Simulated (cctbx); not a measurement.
# Diagnosing a refinement

Cell a = 8.8650 Å, b = 10.7950 Å, c = 7.3640 Å, α = 90.00°, β = 90.00°, γ = 90.00°; space group Pnma (no. 62). The compound is Ba3Co.

The data are simulated with cctbx, not measured: Cu Kα, λ = 1.54184 Å, to d = 0.83 Å, 70 % of the full sphere, strongest reflection 40000 counts, noise from counting, a 3 % proportional error and a noise floor of 2 counts (s.d.); no absorption, and some extinction, which the refinements don't model.

An anisotropic refinement with weights 1/σ² prints:

```text
Rint 0.025, 679 unique reflections to 0.83 A
cycle     R1     wR2    GooF  max shift (A)
   1  0.3736  0.7230  30.599   0.01451
   2  0.3252  0.6502  27.520   0.00012
final R1 0.3252 wR2 0.6502 GooF 27.519  parameters 15  data/parameter 45.3
atom        x        y        z      Ueq    occ   su(xyz)  su(Uiso or U11)
Ba1    0.96076  0.75000  0.35215   0.0110  1.000  0.00067  0.0033
Ba2    0.17136  0.06809  0.15910   0.0205  1.000  0.00059  0.0030
difference map: max 77.48 min -5.94 rms 4.44
Q1    0.1239  0.7500  0.9571    4   83.45  3.25 A from Ba1
Q2    0.0378  0.2500  0.6356    4   60.42  0.09 A from Ba1
Q3    0.1696  0.0668  0.1642    8   52.90  0.04 A from Ba2
Q4    0.1223  0.7500  0.7646    4    4.53  2.79 A from Ba2
Q5    0.0309  0.0725  0.5288    8    3.98  2.11 A from Ba1
Q6    0.0054  0.1163  0.4565    8    3.83  2.04 A from Ba1
```

Q: Accept it or mend it, and why?

Mend it. The fault: an atom left out, Co at (0.6245, 3/4, 0.5425). Against the right model at the same level, R1 goes from 0.0128 to 0.3252 and GooF from 1.15 to 27.52, U of Ba1 shrinks from 0.0236 to 0.0110 Å², U of Ba2 shrinks from 0.0338 to 0.0205 Å² and the top difference peak, 83.5 e/Å³, lies 3.25 Å from Ba1. Q1 is the missing atom. With scattering power missing, scale and phases suffer, so peaks may also grow on the heavy atoms.

The compound is Ba3Co. The right model at the same level gives:

```text
Rint 0.025, 679 unique reflections to 0.83 A
cycle     R1     wR2    GooF  max shift (A)
   1  0.0909  0.2805  11.925   0.01070
   2  0.0128  0.0270   1.148   0.00000
final R1 0.0128 wR2 0.0270 GooF 1.148  parameters 21  data/parameter 32.3
atom        x        y        z      Ueq    occ   su(xyz)  su(Uiso or U11)
Ba1    0.96131  0.75000  0.35551   0.0236  1.000  0.00003  0.0001
Ba2    0.17150  0.06797  0.16092   0.0338  1.000  0.00002  0.0001
Co1    0.62444  0.75000  0.54255   0.0228  1.000  0.00007  0.0003
difference map: max 0.32 min -0.89 rms 0.14
Q1    0.2078  0.2500  0.8314    4    0.32  2.04 A from Ba1
Q2    0.1222  0.0263  0.8403    8    0.32  2.44 A from Ba2
Q3    0.0968  0.2500  0.3117    4    0.32  2.35 A from Ba2
Q4    0.1889  0.2500  0.5123    4    0.31  1.65 A from Ba1
Q5    0.2159  0.7500  0.6791    4    0.30  2.20 A from Co1
Q6    0.0851  0.0283  0.3391    8    0.29  1.58 A from Ba2
```

Isotropic U is held between 0.0001 and 1 Å² by the program, and listed peak heights are interpolated, so they can pass the grid's maximum.

The model is made up (kin elements in a known structure type, no relaxation), so it says nothing on whether the phase exists.

[Middle refinement cycles are left out of these outputs.]

[Logs are printed without paths, hosts, clocks, repeated set-up lines and the standing remarks that a program may print on its own settings, such as how far it seeks lower states.]
